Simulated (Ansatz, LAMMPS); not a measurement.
## Structural relaxation of amorphous 12SiO2-88GeO2 (mol %) (96 atoms)

Aim: bring amorphous 12SiO2-88GeO2 (mol %) (96 atoms) to a nearby minimum of the energy and see what moves.

Main program and level: Ansatz 0.2.0; Kohn-Sham DFT, PBE, PAW (set soft_2), plane waves.

**1. The starting structure**

The cell holds 96 atoms: 4 Si, 28 Ge and 64 O. Its edges and angles: a = 11.483 Å, b = 11.483 Å, c = 11.483 Å, α = 90.0°, β = 90.0°, γ = 90.0°. 96 atoms (4 Si, 28 Ge, 64 O) placed at random at 3.48 g/cm³, melted at 5000 K for 10 ps at fixed volume with the Morse and Coulomb pair potential with partial charges (Pedone, Malavasi, Menziani, Cormack and Segre, J. Phys. Chem. B 110, 11780 (2006)). Quenched from 5000 K to 300 K at 50 K/ps and fixed volume, held 5 ps, then minimised at fixed cell.

Limits known from the start: The quench rate of 50 K/ps is orders of magnitude faster than experiment, which tends to freeze in extra defects. The network of bonds at the start is that of the classical potential that made the cell. The Brillouin zone is sampled at Γ only, in a cell whose shortest periodic width is 11 Å.

**2. How the cell was made**

A classical potential supplies the starting structure, since it reaches far longer times than DFT.

This step: classical MD, Morse and Coulomb pair potential with partial charges (Pedone, Malavasi, Menziani, Cormack and Segre, J. Phys. Chem. B 110, 11780 (2006)) (LAMMPS 22 Jul 2025 - Update 4).

File in.lmp:

```
# melt-quench of Si4Ge28O64
units metal
atom_style charge
boundary p p p
region box block 0 11.4831 0 11.4831 0 11.4831
create_box 3 box
mass 1 28.0850   # Si
mass 2 72.6300   # Ge
mass 3 15.9990   # O
create_atoms 1 random 4 39565 NULL overlap 1.5 maxtry 2000
create_atoms 2 random 28 39572 NULL overlap 1.5 maxtry 2000
create_atoms 3 random 64 39579 NULL overlap 1.5 maxtry 2000
pair_style hybrid/overlay pedone 5.5 coul/long 8.0
pair_coeff * * coul/long
pair_coeff 1 3 pedone 0.340554 2.006700 2.100000 1   # Si-O
pair_coeff 2 3 pedone 0.158118 2.294230 2.261313 5   # Ge-O
pair_coeff 3 3 pedone 0.042395 1.379316 3.618701 22   # O-O
set type 1 charge 2.4
set type 2 charge 2.4
set type 3 charge -1.2
kspace_style pppm 1.0e-4
neigh_modify delay 0 every 1 check yes
thermo_style custom step time temp pe press density
thermo_modify norm yes
timestep 0.002
thermo 100
min_style cg
minimize 1e-4 1e-4 200 2000
reset_timestep 0
velocity all create 5000 39566 mom yes dist gaussian
fix lim all nve/limit 0.05
fix lan all langevin 5000 5000 0.2 39567 zero yes
thermo 500
run 1000 post no
# [... 10 lines left out ...]
thermo 1250
fix md all nvt temp 300 300 0.2
run 2500 post no
unfix md
thermo 100
min_style cg
minimize 0 1e-3 2000 20000
write_dump all custom glass.dump id type xs ys zs modify sort id
```

Launch:

```console
> lmp -in in.lmp -log none -nocite
```

Numbers of over 12 decimals in the logs are rounded to 6 here.

The log of the run:

```text
LAMMPS (22 Jul 2025 - Update 4)
Created orthogonal box = (0 0 0) to (11.4831 11.4831 11.4831)
Created 4 atoms
Created 28 atoms
Created 64 atoms
PPPM initialization ...
  G vector (1/distance) = 0.37754995
  grid = 12 12 12
  estimated relative force accuracy = 7.8962239e-05
   Step          Time           Temp          PotEng         Press         Density
         0   0              0             -2.4215103      438374.81      3.476317
        97   0.194          0             -16.487303      9286.8019      3.476317
Loop time of 0.0677058 s on 1 MPI rank(s) for 97 steps with 96 atoms
Minimization stats:
  Stopping criterion = energy tolerance
[... 36 lines left out ...]
     55000   110            293.81078     -16.636294     -11942.292      3.476317
     55500   111            302.09297     -16.636371     -16932.587      3.476317
Loop time of 0.968818 s on 1 MPI rank(s) for 2500 steps with 96 atoms
   Step          Time           Temp          PotEng         Press         Density
     55500   111            302.09297     -16.636371     -16932.587      3.476317
     55516   111.032        302.09297     -16.679879     -12389.44       3.476317
Loop time of 0.033686 s on 1 MPI rank(s) for 16 steps with 96 atoms
Minimization stats:
  Stopping criterion = linesearch alpha is zero
  Energy initial, next-to-last, final =
     -16.6363712707755  -16.6798788979426  -16.6798788979426
  Force two-norm initial, final = 14.434611 0.64569197
  Iterations, force evaluations = 16 67
```

Run time: 23 s. Hardware: 1 thread of Arm Neoverse V1, shared host; peak memory 0.072 GiB.

**3. Single point at the start**

A single point comes first, to see the forces before anything moves.

File input.yaml:

```yaml
crystal:
  lattice:
    - [11.4831, 0.0, 0.0]
    - [0.0, 11.4831, 0.0]
    - [0.0, 0.0, 11.4831]
  atoms:
    - { symbol: Si, position: [0.71732, 0.09826, 0.0013] }
    - { symbol: Si, position: [0.75201, 0.35812, 0.65806] }
    - { symbol: Si, position: [0.44245, 0.01026, 0.45122] }
    - { symbol: Si, position: [0.91564, 0.73832, 0.97675] }
    - { symbol: Ge, position: [0.1047, 0.59626, 0.83908] }
    - { symbol: Ge, position: [0.17038, 0.0536, 0.35121] }
    - { symbol: Ge, position: [0.25448, 0.12977, 0.71948] }
    - { symbol: Ge, position: [0.14607, 0.90362, 0.83876] }
    - { symbol: Ge, position: [0.47233, 0.05122, 0.87597] }
    - { symbol: Ge, position: [0.2795, 0.91417, 0.10491] }
    - { symbol: Ge, position: [0.55157, 0.98523, 0.18465] }
    - { symbol: Ge, position: [0.64249, 0.49448, 0.27108] }
    - { symbol: Ge, position: [0.73689, 0.2224, 0.23644] }
    - { symbol: Ge, position: [0.03883, 0.23147, 0.16654] }
    - { symbol: Ge, position: [0.36897, 0.40837, 0.27895] }
    - { symbol: Ge, position: [0.36181, 0.57568, 0.69942] }
    - { symbol: Ge, position: [0.93356, 0.5102, 0.09513] }
    - { symbol: Ge, position: [0.4389, 0.30831, 0.0183] }
    - { symbol: Ge, position: [0.99694, 0.49681, 0.58733] }
    - { symbol: Ge, position: [0.65544, 0.72807, 0.09182] }
    - { symbol: Ge, position: [0.2596, 0.35614, 0.54766] }
    - { symbol: Ge, position: [0.97678, 0.66879, 0.34147] }
    - { symbol: Ge, position: [0.67956, 0.58324, 0.52985] }
    - { symbol: Ge, position: [0.42452, 0.73256, 0.47988] }
    - { symbol: Ge, position: [0.26016, 0.67065, 0.24417] }
    - { symbol: Ge, position: [0.81403, 0.77556, 0.70626] }
    - { symbol: Ge, position: [0.68948, 0.12405, 0.50593] }
    - { symbol: Ge, position: [0.72017, 0.3709, 0.94615] }
    - { symbol: Ge, position: [0.54385, 0.77444, 0.82473] }
    - { symbol: Ge, position: [0.92104, 0.92535, 0.47699] }
    - { symbol: Ge, position: [0.18533, 0.32795, 0.92783] }
    - { symbol: Ge, position: [0.96668, 0.99045, 0.00655] }
    - { symbol: O, position: [0.47634, 0.65715, 0.75853] }
    - { symbol: O, position: [0.68875, 0.1916, 0.37182] }
    - { symbol: O, position: [0.87884, 0.40585, 0.6146] }
    - { symbol: O, position: [0.02015, 0.57618, 0.71364] }
    - { symbol: O, position: [0.88045, 0.20153, 0.22205] }
    - { symbol: O, position: [0.11777, 0.75636, 0.84484] }
    - { symbol: O, position: [0.18854, 0.21823, 0.82424] }
    - { symbol: O, position: [0.02056, 0.09801, 0.08614] }
    - { symbol: O, position: [0.97827, 0.58248, 0.46512] }
    - { symbol: O, position: [0.62758, 0.86038, 0.15861] }
    - { symbol: O, position: [0.3525, 0.43788, 0.63724] }
    - { symbol: O, position: [0.91828, 0.80312, 0.38348] }
    - { symbol: O, position: [0.01909, 0.98097, 0.86782] }
    - { symbol: O, position: [0.79711, 0.72345, 0.04693] }
    - { symbol: O, position: [0.50698, 0.00139, 0.32325] }
    - { symbol: O, position: [0.1558, 0.27022, 0.06123] }
    - { symbol: O, position: [0.81236, 0.46636, 0.01375] }
    - { symbol: O, position: [0.2244, 0.93729, 0.96728] }
    - { symbol: O, position: [0.98124, 0.84479, 0.0384] }
    - { symbol: O, position: [0.42381, 0.96316, 0.10877] }
    - { symbol: O, position: [0.69466, 0.36406, 0.21546] }
    - { symbol: O, position: [0.43427, 0.87951, 0.50066] }
    - { symbol: O, position: [0.11865, 0.18192, 0.29048] }
    - { symbol: O, position: [0.24785, 0.21713, 0.60039] }
    - { symbol: O, position: [0.99142, 0.38332, 0.1456] }
    - { symbol: O, position: [0.66191, 0.45262, 0.6022] }
    - { symbol: O, position: [0.7561, 0.22927, 0.99189] }
    - { symbol: O, position: [0.33675, 0.66129, 0.5768] }
    - { symbol: O, position: [0.36406, 0.71444, 0.34477] }
    - { symbol: O, position: [0.20516, 0.9873, 0.72953] }
    - { symbol: O, position: [0.30715, 0.36368, 0.40642] }
    - { symbol: O, position: [0.5591, 0.66881, 0.50213] }
    - { symbol: O, position: [0.87569, 0.75423, 0.84263] }
    - { symbol: O, position: [0.7979, 0.01832, 0.48048] }
    - { symbol: O, position: [0.5735, 0.36637, 0.9816] }
    - { symbol: O, position: [0.27834, 0.76576, 0.13069] }
    - { symbol: O, position: [0.46607, 0.90198, 0.84885] }
    - { symbol: O, position: [0.99066, 0.6176, 0.99236] }
    - { symbol: O, position: [0.24907, 0.58357, 0.79382] }
    - { symbol: O, position: [0.12463, 0.42046, 0.56377] }
    - { symbol: O, position: [0.77501, 0.65905, 0.61676] }
    - { symbol: O, position: [0.54496, 0.07861, 0.52236] }
    - { symbol: O, position: [0.92171, 0.5961, 0.2198] }
    - { symbol: O, position: [0.43813, 0.1638, 0.97676] }
    - { symbol: O, position: [0.50381, 0.4645, 0.31792] }
    - { symbol: O, position: [0.39765, 0.1103, 0.76182] }
    [... 12 atom lines left out ...]
    - { symbol: O, position: [0.41208, 0.31966, 0.16531] }
    - { symbol: O, position: [0.05283, 0.99258, 0.43238] }
    - { symbol: O, position: [0.58069, 0.73046, 0.96304] }
    - { symbol: O, position: [0.30887, 0.0519, 0.42231] }
    - { symbol: O, position: [0.21049, 0.97046, 0.22717] }
    - { symbol: O, position: [0.74057, 0.36657, 0.79776] }
kpoints:
  mp_grid: { grid: [1, 1, 1] }
hamiltonian:
  xc: pbe
scf:
  occupations: { method: fermi_dirac, width: 0.025 }
output:
  forces: true
```

Launch:

```console
> ansatz run input.yaml --threads 4 --pin off --max-ram 8192MiB --backend cpu --events-out ev --progress --plain --runs-dir out
```

The log of the run:

```text
Engine: ansatz 0.2.0, aarch64-unknown-linux-gnu
Pseudopotentials: kind: paw
Pseudopotential: Si, paw, valence charge 4, recommended cutoff 420 eV (normal), Si.paw.azcp
Pseudopotential: Ge, paw, valence charge 14, recommended cutoff 420 eV (normal), Ge.paw.azcp
Pseudopotential: O, paw, valence charge 6, recommended cutoff 420 eV (normal), O.paw.azcp
[... 5 lines on functional and potentials left out ...]
Crystal: 96 atoms, lattice volume = 1514.180 Å³
Basis set: ecut = 420 eV, 29423 PW (Γ), exchange–correlation on 160×160×160 points (8 copies of the dense FFT grid, shifted against one another)
Bands: 492, of which v1, the nominal top of the filled ones, is band 396 counted from 1 (395 counted from 0)
Symmetry: 1 space group operations
Space group: P1 (ITA 1), of the structure as read, at distance tolerance 1.1e-4 Å
k-points: 1
[... 7 lines on functional and potentials left out ...]
Initial density: superposition of atomic densities (neutral atoms: chi_scale 0, normalization atom), corrected by the library's trained network
Initial wavefunctions: pseudopotential atomic-orbital guess
Functional: x = pbe(κ = 0.804, μ = 0.219515), c = pbe(β = 0.066725)
SCF iter   1: F=—  HF=-159107.431955 eV  |F-HF|=—  |Δ(HF+E_count)|=         —  Δρ=2.95e-3  dr2=1.52e-1  ethr=1.77e-3  ⟨swp⟩=6.0  Hψ=1801  notcnv=0  defer=78
preconditioner: auto → Resta (q_TF=auto, 2.449 Å⁻¹)  ε∞=2.7  [insulator: Δε(μ)=1.496 eV  Ē_g=20.718 eV  σ=0.025 eV  W_gap=1.00  n_scr=388 (ndim 8)  ℏωp=26.9 eV  f_vac=0.283  D(μ)=0.00/eV (n_scr^D=0)  ε∞_Penn≈2.7]
SCF iter   2: F=—  HF=-159107.422216 eV  |F-HF|=—  |Δ(HF+E_count)|=   9.74e-3  Δρ=1.56e-3  dr2=2.77e-2  ethr=1.92e-5  ⟨swp⟩=2.0  Hψ=735  notcnv=0  defer=87
SCF iter   3: F=—  HF=-159107.422420 eV  |F-HF|=—  |Δ(HF+E_count)|=   2.04e-4  Δρ=6.31e-4  dr2=7.02e-3  ethr=3.50e-6  ⟨swp⟩=2.0  Hψ=670  notcnv=0  defer=54
automatic band count: iteration 3 solves 459 bands in place of 492: the levels show a gap, and the empty bands left out lie too high to hold charge; the band table lists the bands solved (type scf.n_extra_bands for more)
SCF iter   4: F=—  HF=-159107.422294 eV  |F-HF|=—  |Δ(HF+E_count)|=   1.26e-4  Δρ=1.78e-4  dr2=5.39e-4  ethr=8.86e-7  ⟨swp⟩=2.0  Hψ=661  notcnv=0  defer=54
SCF iter   5: F=—  HF=-159107.422382 eV  |F-HF|=—  |Δ(HF+E_count)|=   8.81e-5  Δρ=1.17e-4  dr2=1.83e-4  ethr=6.81e-8  ⟨swp⟩=2.0  Hψ=764  notcnv=0  defer=54
SCF iter   6: F=—  HF=-159107.422377 eV  |F-HF|=—  |Δ(HF+E_count)|=   5.08e-6  Δρ=2.91e-5  dr2=1.30e-5  ethr=2.31e-8  ⟨swp⟩=2.0  Hψ=640  notcnv=0  defer=54
SCF iter   7: F=—  HF=-159107.422290 eV  |F-HF|=—  |Δ(HF+E_count)|=   8.67e-5  Δρ=1.48e-5  dr2=3.18e-6  ethr=1.65e-9  ⟨swp⟩=2.0  Hψ=855  notcnv=0  defer=54
SCF iter   8: F=—  HF=-159107.422291 eV  |F-HF|=—  |Δ(HF+E_count)|=   6.44e-7  Δρ=6.73e-6  dr2=6.62e-7  ethr=4.01e-10  ⟨swp⟩=2.0  Hψ=801  notcnv=0  defer=54
SCF iter   9: F=-159107.422291 eV  HF=-159107.422291 eV  |F-HF|=4.80e-9  |Δ(HF+E_count)|=   3.17e-9  Δρ=2.17e-6  dr2=7.18e-8  ethr=1.26e-11  ⟨swp⟩=3.0  Hψ=1504  notcnv=0
SCF 1 converged in 9 iterations: F = -159107.422291 eV  dr2 = 7.18e-8
  greatest PAW one-centre occupation: 0.999 electrons in one spin orbital (limit 2), on the Ge atom at site 8 (counted from 0), in its partial waves of l = 2
SCF converged after 9 iterations
Free energy (F): -159107.422291 eV
Harris-Foulkes:  -159107.422291 eV  (|F-HF|=4.80e-9)
Internal energy: -159107.422291 eV  (E = F + TS)
E sigma→0 (E₀):  -159107.422291 eV
Fermi energy:    3.953676 eV
--- Per-component energies (eV) ---
  E_band       = -8083.035630
  E_kinetic    = 14577.519597
  E_local      = -125218.980177  (includes V_loc(G=0)·N_el)
  E_nonlocal   = 15135.411182
  E_hartree    = 53406.432370
  E_xc         = -6998.286016
  E_vxc        = -7951.650272  (∫ρ·V_xc dr)
  E_paw        = -68972.887408  (= ΣΔE_a)
  E_vpaw       = -11438.359497  (= ΣTr[D̂ρ^β])
  E_aug_tail   = 0.170916  (compensation charges beyond the density's cutoff)
  E_ewald      = -41036.802755
  E_smearing   = -0.000000  (= −TS)
  E_closure    = 0.000000  (closes the sum)
  Σ components = -159107.422291   (vs F -159107.422291, Δ=0.00e0)
--- Forces (eV/Å), atoms counted from 1 ---
  atom   1  Si    -1.22272120     1.21668260     1.11010182
  atom   2  Si     0.46911549     1.41080908    -0.69331141
  atom   3  Si     0.31806195    -0.99371361    -1.95329789
  atom   4  Si    -1.22557295     1.13462795    -0.56451941
  atom   5  Ge     0.79878089    -0.74329538    -0.79510421
  atom   6  Ge     0.22644042    -0.97137688    -1.23548836
  atom   7  Ge    -0.23784528     0.87878724     2.49193463
  atom   8  Ge    -0.35855808    -0.21823974     1.48457551
  atom   9  Ge     0.02096800     0.50640414     1.16547051
  atom  10  Ge    -0.17308470     0.07490229     0.90947776
  atom  11  Ge    -0.79479849    -0.31397071     0.06341723
  atom  12  Ge    -0.79728188    -0.48690093     0.57325011
  atom  13  Ge     0.75425580    -0.00058460    -0.01786649
  atom  14  Ge    -0.77234222    -0.03872439    -1.73062392
[...]
atom  95  O     -0.71788276    -0.01557155     0.39890373
  atom  96  O      0.10792415    -0.08793823    -0.29306056
  max |Σ_I F_I| component: 1.06e-4 eV/Å
```

It took 20 s on 4 threads of Arm Neoverse V1, shared host; peak memory 2.2 GiB.

The column dr2 measures how far the density is from self-consistency, as an energy; F and HF (Harris–Foulkes) agree once it is small.

Read from the output:

| Quantity | Value |
| --- | --- |
| free energy | -159107.4223 eV |
| free energy per atom | -1657.3690 eV/atom |
| SCF cycles | 9 |
| r.m.s. force component | 0.7883 eV/Å |
| longest force | 2.653 eV/Å |
| Fermi energy | 3.954 eV |

The r.m.s. force component of 0.79 eV/Å sets the starting point.

Neighbours are counted within 2.12 Å (O-Ge), 2.16 Å (O-Si).

Length of the force by element and coordination:

```csv
element,coordination,atoms,mean length of the force (eV/Å),spread,least,most
Ge,all,28,1.15,0.504,0.377,2.65
Ge,4,27,1.13,0.492,0.377,2.65
Ge,5,1,1.90,0,1.90,1.90
O,all,64,1.29,0.465,0.324,2.38
O,2,63,1.30,0.461,0.324,2.38
O,3,1,0.632,0,0.632,0.632
Si,all,4,1.92,0.227,1.64,2.21
```

(Part 1 of 4 ends here.)

[Logs are printed without paths, hosts, clocks, repeated set-up lines and the standing remarks that a program may print on its own settings, such as how far it seeks lower states.]

[Hosts, paths, dates, database ids (printed as entryN), source tags and the programs' standing remarks are cut or masked in the printed files.]
